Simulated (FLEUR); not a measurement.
# Magnetic state of GdBRh3 from several starts

Aim: find out whether GdBRh3 carries moments, and which collinear order costs least.

Program: FLEUR MaX-R8.1. Level of theory: PBEsol with U = 6 eV on Gd f; all-electron FLAPW, Dirac cores, scalar-relativistic bands. Results are calculated unless marked as measured.

Report form: the programs' logs are mostly left out.

## 1. Starting point

The structure is cubic, space group Pm-3m (No. 221). Conventional cell: a = 4.183 Å, b = 4.183 Å, c = 4.183 Å, α = 90.00°, β = 90.00°, γ = 90.00°. Nearest to Gd lie 12 Rh at 2.96 Å and 8 B at 3.62 Å. B has 6 Rh at 2.09 Å and 8 Gd at 3.62 Å nearest. Nearest to Rh lie 2 B at 2.09 Å and 8 Rh at 2.96 Å and 4 Gd at 2.96 Å. Farther neighbours are not listed.

Structure file:

```cif
data_structure
_symmetry_space_group_name_H-M 'P 1'
_symmetry_Int_Tables_number 1
_cell_length_a 4.1830
_cell_length_b 4.1830
_cell_length_c 4.1830
_cell_angle_alpha 90.000
_cell_angle_beta 90.000
_cell_angle_gamma 90.000
_cell_volume 73.19
loop_
_atom_site_label
_atom_site_type_symbol
_atom_site_fract_x
_atom_site_fract_y
_atom_site_fract_z
_atom_site_occupancy
Gd1 Gd 0.00000 0.00000 0.00000 1
B2 B 0.50000 0.50000 0.50000 1
Rh3 Rh 0.00000 0.50000 0.50000 1
Rh4 Rh 0.50000 0.00000 0.50000 1
Rh5 Rh 0.50000 0.50000 0.00000 1
```

## 2. Order 1, typed as ferro +

The parallel start comes first: it shows whether parallel moments hold. The U counters the self-interaction that shrinks the moments of a localised shell.

The file n_mmp_mat seeds the f occupations with whole cubic orbitals by Hund's first rule, so that the U acts from the first pass. inpgen writes inp.xml from crystal.txt; cutoffs, mixing, functional, smearing and local orbitals are then set in the file. The k list default-1 (kpts.xml, not shown) is a Γ-centred 8×8×8 mesh; where the ranks do not divide the number of points, some are split in two of half the weight.

Input file inp.xml:

```
<?xml version="1.0" encoding="UTF-8" standalone="no"?>
<fleurInput fleurInputVersion="0.39">
   <comment>
      GdBRh3
   </comment>
   <calculationSetup>
      <cutoffs Kmax="4.32" Gmax="13.0" GmaxXC="13.0" numbands="0"/>
      <scfLoop itmax="130" minDistance="0.0001" maxIterBroyd="15" imix="Anderson" alpha="0.05" precondParam="0.0" spinf="2.0" sdNocoIR="T"/>
      <coreElectrons ctail="T" frcor="F" kcrel="0" coretail_lmax="0"/>
      <xcFunctional name="PBEs" relativisticCorrections="F"/>
      <magnetism jspins="2"/>
      <soc l_soc="F" theta="0.0" phi="0.0" spav="F"/>
      <expertModes spex="0" secvar="F"/>
      <geometryOptimization l_f="F" forcealpha="1.0" forcemix="BFGS" epsdisp="0.00001" epsforce="0.00001"/>
      <ldaU l_linMix="F" mixParam="0.05" spinf="1.0"/>
   </calculationSetup>
   <cell>
      <bzIntegration valenceElectrons="66.0" mode="hist" fermiSmearingEnergy="0.00293995">
         <kPointListSelection listName="default-1"/>
         <xi:include xmlns:xi="http://www.w3.org/2001/XInclude" href="kpts.xml"> </xi:include>
      </bzIntegration>
      <xi:include xmlns:xi="http://www.w3.org/2001/XInclude" href="sym.xml"> </xi:include>
      <bulkLattice scale="1.0">
         <bravaisMatrix>
            <row-1>    7.9047243792017996     0.0000000000000000     0.0000000000000000</row-1>
            <row-2>    0.0000000000000000     7.9047243792017996     0.0000000000000000</row-2>
            <row-3>    0.0000000000000000     0.0000000000000000     7.9047243792017996</row-3>
         </bravaisMatrix>
      </bulkLattice>
   </cell>
   <atomSpecies>
      <species name="Gadolinium7.001" element="Gd" atomicNumber="64">
         <mtSphere radius="2.8" gridPoints="925" logIncrement="0.014"/>
         <atomicCutoffs lmax="10" lnonsphr="8"/>
         <electronConfig flipSpins="F">
            <coreConfig>(1s1/2) (2s1/2) (2p1/2) (2p3/2) (3s1/2) (3p1/2) (3p3/2) (4s1/2) (3d3/2) (3d5/2) (4p1/2) (4p3/2) (4d3/2) (4d5/2)</coreConfig>
            <valenceConfig>(5s1/2) (5p1/2) (5p3/2) (6s1/2) (4f5/2) (4f7/2) (5d3/2) (5d5/2)</valenceConfig>
            <stateOccupation state="(4f5/2)" spinUp="2.5005" spinDown="0.4995"/>
            <stateOccupation state="(4f7/2)" spinUp="4.0" spinDown="0.0"/>
            <stateOccupation state="(5d3/2)" spinUp="0.4" spinDown="0.0"/>
            <stateOccupation state="(5d5/2)" spinUp="0.6" spinDown="0.0"/>
         </electronConfig>
         <energyParameters s="6" p="6" d="5" f="4"/>
         <ldaU l="3" U="6.0" J="0.0" l_amf="F"/>
         <lo type="SCLO" l="0" n="5" eDeriv="0"/>
         <lo type="SCLO" l="1" n="5" eDeriv="0"/>
      </species>
      <species name="Boron (B)" element="B" atomicNumber="5">
         <mtSphere radius="1.39" gridPoints="461" logIncrement="0.022"/>
         <atomicCutoffs lmax="6" lnonsphr="4"/>
         <electronConfig flipSpins="F">
            <coreConfig>(1s1/2)</coreConfig>
            <valenceConfig>(2s1/2) (2p1/2) (2p3/2)</valenceConfig>
            <stateOccupation state="(2p1/2)" spinUp="0.166667" spinDown="0.166667"/>
            <stateOccupation state="(2p3/2)" spinUp="0.333333" spinDown="0.333333"/>
         </electronConfig>
         <energyParameters s="2" p="2" d="3" f="4"/>
      </species>
      <species name="Rhodium (Rh)" element="Rh" atomicNumber="45">
         <mtSphere radius="2.46" gridPoints="813" logIncrement="0.016"/>
         <atomicCutoffs lmax="10" lnonsphr="8"/>
         <electronConfig flipSpins="F">
            <coreConfig>(1s1/2) (2s1/2) (2p1/2) (2p3/2) (3s1/2) (3p1/2) (3p3/2) (4s1/2) (3d3/2) (3d5/2)</coreConfig>
            <valenceConfig>(4p1/2) (4p3/2) (5s1/2) (4d3/2) (4d5/2)</valenceConfig>
            <stateOccupation state="(5s1/2)" spinUp="0.500000" spinDown="0.500000"/>
            <stateOccupation state="(4d3/2)" spinUp="1.600000" spinDown="1.600000"/>
            <stateOccupation state="(4d5/2)" spinUp="2.400000" spinDown="2.400000"/>
         </electronConfig>
         <energyParameters s="5" p="5" d="4" f="4"/>
         <lo type="SCLO" l="1" n="4" eDeriv="0"/>
      </species>
   </atomSpecies>
   <atomGroups>
      <atomGroup species="Gadolinium7.001">
         <relPos label="                   1">.0000000000 .0000000000 .0000000000</relPos>
         <force calculate="T" relaxXYZ="TTT"/>
      </atomGroup>
      <atomGroup species="Boron (B)">
         <relPos label="                   2">1.000/2.000 1.000/2.000 1.000/2.000</relPos>
         <force calculate="T" relaxXYZ="TTT"/>
      </atomGroup>
      <atomGroup species="Rhodium (Rh)">
         <relPos label="                   3">.0000000000 1.000/2.000 1.000/2.000</relPos>
         <relPos label="                   4">1.000/2.000 .0000000000 1.000/2.000</relPos>
         <relPos label="                   5">1.000/2.000 1.000/2.000 .0000000000</relPos>
         <force calculate="T" relaxXYZ="TTT"/>
      </atomGroup>
   </atomGroups>
   <output dos="F" band="F" slice="F">
      <bandDOS minEnergy="-.5*Htr" maxEnergy="0.5*Htr" sigma="0.015" storeEVData="T"/>
      <plotting iplot="0" polar="F">
         <plot TwoD="T" vec1="  1.0  0.0  0.0" vec2="  0.0  1.0  0.0" vec3="  0.0  0.0  1.0" zero="  0.0  0.0  0.0" file="plot"/>
      </plotting>
      <moessbauerParams electricFieldGradient="F" isomerShift="F" coreHyperfine="F" valenceHyperfine="F"/>
   </output>
</fleurInput>
```

Input file crystal.txt:

```
GdBRh3
&input film=F cartesian=F /
4.18300000000  0.00000000000  0.00000000000
0.00000000000  4.18300000000  0.00000000000
0.00000000000  0.00000000000  4.18300000000
1.8897261246
1.0 1.0 1.0

5
64 0.00000000000  0.00000000000  0.00000000000 : 7.001
5 0.50000000000  0.50000000000  0.50000000000
45 0.00000000000  0.50000000000  0.50000000000
45 0.50000000000  0.00000000000  0.50000000000
45 0.50000000000  0.50000000000  0.00000000000

&kpt div1=8 div2=8 div3=8 gamma=T /
```

Command:

```bash
$ OMP_NUM_THREADS=1 inpgen -f crystal.txt > inpgen.log  # inp.xml is then edited as shown
$ OMP_NUM_THREADS=1 mpirun -n 4 fleur_MPI > fleur.log
```

Run time: 69 s. Hardware: 4 MPI ranks of Intel Xeon 6975P-C (Granite Rapids), shared host; peak memory 0.38 GiB.

Spin moment in the muffin-tin sphere by atom:

```csv
atom,spin moment in the muffin-tin sphere (μB)
Gd1,7.07
B2,0.00
Rh3,-0.09
Rh4,-0.09
Rh5,-0.09
```

Read from the output:

| Item | Value |
| --- | --- |
| free energy | -697980.6972 eV |
| program's band gap on this mesh (in a metal only a level spacing) | 0.009692 eV |
| magnetization | 6.910 μB |
| final state | ferromagnetic, with opposed induced moments |

After 23 cycles the largest moment stands at 7.07 μB.

## 3. Order 2, typed as antiferro q=(1/2,1/2,1/2) +-

Reversing part of the moments tests the sign of the couplings between them.

This order needs a doubled cell of 10 atoms. The mesh is halved along the doubled vector, so that both cells sample the same points. The k list default-1 (kpts.xml, not shown) is a Γ-centred 4×8×8 mesh.

Edit inp.xml of step 2 so:

```diff
@@ -17,3 +17,3 @@
    <cell>
-      <bzIntegration valenceElectrons="66.0" mode="hist" fermiSmearingEnergy="0.00293995">
+      <bzIntegration valenceElectrons="132.0" mode="hist" fermiSmearingEnergy="0.00293995">
          <kPointListSelection listName="default-1"/>
@@ -24,5 +24,5 @@
          <bravaisMatrix>
-            <row-1>    7.9047243792017996     0.0000000000000000     0.0000000000000000</row-1>
-            <row-2>    0.0000000000000000     7.9047243792017996     0.0000000000000000</row-2>
-            <row-3>    0.0000000000000000     0.0000000000000000     7.9047243792017996</row-3>
+            <row-1>   15.8094487584035992     0.0000000000000000     0.0000000000000000</row-1>
+            <row-2>    7.9047243792017996     7.9047243792017996     0.0000000000000000</row-2>
+            <row-3>    7.9047243792017996     0.0000000000000000     7.9047243792017996</row-3>
          </bravaisMatrix>
@@ -41,2 +41,18 @@
             <stateOccupation state="(5d5/2)" spinUp="0.6" spinDown="0.0"/>
+         </electronConfig>
+         <energyParameters s="6" p="6" d="5" f="4"/>
+         <ldaU l="3" U="6.0" J="0.0" l_amf="F"/>
+         <lo type="SCLO" l="0" n="5" eDeriv="0"/>
+         <lo type="SCLO" l="1" n="5" eDeriv="0"/>
+      </species>
+      <species name="Gadolinium-7.001" element="Gd" atomicNumber="64">
+         <mtSphere radius="2.8" gridPoints="925" logIncrement="0.014"/>
+         <atomicCutoffs lmax="10" lnonsphr="8"/>
+         <electronConfig flipSpins="F">
+            <coreConfig>(1s1/2) (2s1/2) (2p1/2) (2p3/2) (3s1/2) (3p1/2) (3p3/2) (4s1/2) (3d3/2) (3d5/2) (4p1/2) (4p3/2) (4d3/2) (4d5/2)</coreConfig>
+            <valenceConfig>(5s1/2) (5p1/2) (5p3/2) (6s1/2) (4f5/2) (4f7/2) (5d3/2) (5d5/2)</valenceConfig>
+            <stateOccupation state="(4f5/2)" spinUp="0.4995" spinDown="2.5005"/>
+            <stateOccupation state="(4f7/2)" spinUp="0.0" spinDown="4.0"/>
+            <stateOccupation state="(5d3/2)" spinUp="0.0" spinDown="0.4"/>
+            <stateOccupation state="(5d5/2)" spinUp="0.0" spinDown="0.6"/>
          </electronConfig>
@@ -77,4 +93,9 @@
       </atomGroup>
+      <atomGroup species="Gadolinium-7.001">
+         <relPos label="                   2">1.000/2.000 .0000000000 .0000000000</relPos>
+         <force calculate="T" relaxXYZ="TTT"/>
+      </atomGroup>
       <atomGroup species="Boron (B)">
-         <relPos label="                   2">1.000/2.000 1.000/2.000 1.000/2.000</relPos>
+         <relPos label="                   3">-1.000/4.000 1.000/2.000 1.000/2.000</relPos>
+         <relPos label="                   4">1.000/4.000 1.000/2.000 1.000/2.000</relPos>
          <force calculate="T" relaxXYZ="TTT"/>
@@ -82,5 +103,11 @@
       <atomGroup species="Rhodium (Rh)">
-         <relPos label="                   3">.0000000000 1.000/2.000 1.000/2.000</relPos>
-         <relPos label="                   4">1.000/2.000 .0000000000 1.000/2.000</relPos>
-         <relPos label="                   5">1.000/2.000 1.000/2.000 .0000000000</relPos>
+         <relPos label="                   5">1.000/2.000 1.000/2.000 1.000/2.000</relPos>
+         <relPos label="                   6">.0000000000 1.000/2.000 1.000/2.000</relPos>
+         <force calculate="T" relaxXYZ="TTT"/>
+      </atomGroup>
+      <atomGroup species="Rhodium (Rh)">
+         <relPos label="                   7">.0000000000 .0000000000 1.000/2.000</relPos>
+         <relPos label="                   8">1.000/2.000 .0000000000 1.000/2.000</relPos>
+         <relPos label="                   9">.0000000000 1.000/2.000 .0000000000</relPos>
+         <relPos label="                  10">1.000/2.000 1.000/2.000 .0000000000</relPos>
          <force calculate="T" relaxXYZ="TTT"/>
```

Input file crystal.txt:

```
GdBRh3
&input film=F cartesian=F /
8.36600000000  0.00000000000  0.00000000000
4.18300000000  4.18300000000  0.00000000000
4.18300000000  0.00000000000  4.18300000000
1.8897261246
1.0 1.0 1.0

10
64 0.00000000000  0.00000000000  0.00000000000 : 7.001
64 0.50000000000  0.00000000000  0.00000000000 : -7.001
5 0.75000000000  0.50000000000  0.50000000000
5 0.25000000000  0.50000000000  0.50000000000
45 0.50000000000  0.50000000000  0.50000000000
45 0.00000000000  0.50000000000  0.50000000000
45 0.00000000000  0.00000000000  0.50000000000
45 0.50000000000  0.00000000000  0.50000000000
45 0.00000000000  0.50000000000  0.00000000000
45 0.50000000000  0.50000000000  0.00000000000

&kpt div1=4 div2=8 div3=8 gamma=T /
```

Wall time 6.7 min (4 MPI ranks); peak memory 0.88 GiB; 27 min of CPU time.

Spin moment in the muffin-tin sphere by atom:

```csv
atom,spin moment in the muffin-tin sphere (μB)
Gd1,7.07
Gd2,-7.07
B3,0.00
B4,0.00
Rh5,0.00
Rh6,0.00
Rh7,0.00
Rh8,0.00
Rh9,0.00
Rh10,0.00
```

Numbers from this step:

```yaml
free_energy: -1395961.3926 eV
program_s_band_gap_on_this_mesh_in_a_metal_only_a_level_spacing: 0 eV
magnetization: 0 μB
final_state: antiferromagnetic
```

It lies 0.915 meV a seeded atom over the first start, and its largest moment is 7.07 μB against 7.07 μB.

## 4. The states side by side

Free energies are divided by the number of seeded atoms, so that cells of unlike size compare. Wavevectors q in the names are fractions of the primitive cell's reciprocal vectors.

Orders:

```csv
start,final state,typed order kept,energy over the lowest (meV a seeded atom),largest sphere moment (μB),net moment (μB a primitive cell),mesh matched,CPU time (s)
ferro +,"ferromagnetic, with opposed induced moments",yes,0,7.074,6.91,yes,275.5
"antiferro q=(1/2,1/2,1/2) +-",antiferromagnetic,yes,0.9148,7.069,0,yes,1599
```

## 5. Spin–orbit coupling, moments along [001]

Spin–orbit coupling ties the spins to the lattice and lets orbital moments form.

A new self-consistent run of the start ferro +, with the moments along z. Here n_mmp_mat seeds f states of whole m by Hund's three rules. The k list default-1 (kpts.xml, not shown) is a Γ-centred 8×8×8 mesh.

Edit inp.xml of step 2 so:

```diff
@@ -6,3 +6,3 @@
    <calculationSetup>
-      <cutoffs Kmax="4.32" Gmax="13.0" GmaxXC="13.0" numbands="0"/>
+      <cutoffs Kmax="4.32" Gmax="13.0" GmaxXC="13.0" numbands="166"/>
       <scfLoop itmax="130" minDistance="0.0001" maxIterBroyd="15" imix="Anderson" alpha="0.05" precondParam="0.0" spinf="2.0" sdNocoIR="T"/>
@@ -11,3 +11,3 @@
       <magnetism jspins="2"/>
-      <soc l_soc="F" theta="0.0" phi="0.0" spav="F"/>
+      <soc l_soc="T" theta="0.0" phi="0.0" spav="F"/>
       <expertModes spex="0" secvar="F"/>
@@ -84,2 +84,5 @@
          <relPos label="                   4">1.000/2.000 .0000000000 1.000/2.000</relPos>
+         <force calculate="T" relaxXYZ="TTT"/>
+      </atomGroup>
+      <atomGroup species="Rhodium (Rh)">
          <relPos label="                   5">1.000/2.000 1.000/2.000 .0000000000</relPos>
```

Edit crystal.txt of step 2 so:

```diff
@@ -15,2 +15,3 @@
 
+&soc 0.0000000 0.0000000 /
 &kpt div1=8 div2=8 div3=8 gamma=T /
```

Run time: 11 min. Hardware: 4 MPI ranks; peak memory 1.2 GiB; 45 min of CPU time.

Spin moment in the muffin-tin sphere by atom:

```csv
atom,spin moment in the muffin-tin sphere (μB)
Gd1,7.06
B2,0.00
Rh3,-0.08
Rh4,-0.08
Rh5,-0.08
```

This step gave:

```yaml
free_energy: -697981.4525 eV
program_s_band_gap_on_this_mesh_in_a_metal_only_a_level_spacing: 0 eV
magnetization: 6.902 μB
final_state: ferromagnetic, with opposed induced moments
orbital_moment_along_the_spin: 0 μB
```

Orbital moment in the sphere, along the spin axis by atom:

```csv
atom,"orbital moment in the sphere, along the spin axis (μB)"
Gd1,-0.0008
B2,0.0000
Rh3,-0.0023
Rh4,-0.0023
Rh5,-0.0059
```

## 6. Results

```json
{
 "lowest state found": "ferromagnetic (typed ferro +)",
 "largest site spin moment": "7.07 μB",
 "next finished state": "antiferromagnetic, 0.915 meV a seeded atom higher",
 "orbital moment on the atom of largest spin, along its spin (spin–orbit run)": "-7.6e-4 μB",
 "spin plus orbital moment": "Gd 7.06 μB"
}
```

The lowest state found is ferromagnetic, reached from the start ferro +, with moments up to 7.07 μB. The two lowest states lie so close that the mesh, the functional or spin–orbit coupling could swap them. The shell is near half filling, where Hund's rules give no orbital moment. Only 2 starts were tried; other patterns of signs, canted and longer-period orders were not. The f shell is half filled, so the spin-only picture is fair.

[Logs and program files are shortened in this print: banners, set-up blocks, solver, clock and traceback lines can be left out without a mark of their own.]

[Logs are printed without paths, hosts, clocks, repeated set-up lines and the standing remarks that a program may print on its own settings, such as how far it seeks lower states.]

[Hosts, paths, dates, database ids (printed as entryN), source tags and the programs' standing remarks are cut or masked in the printed files.]

[Where a cell is said to come from a database of computed structures, the database is the Materials Project.]
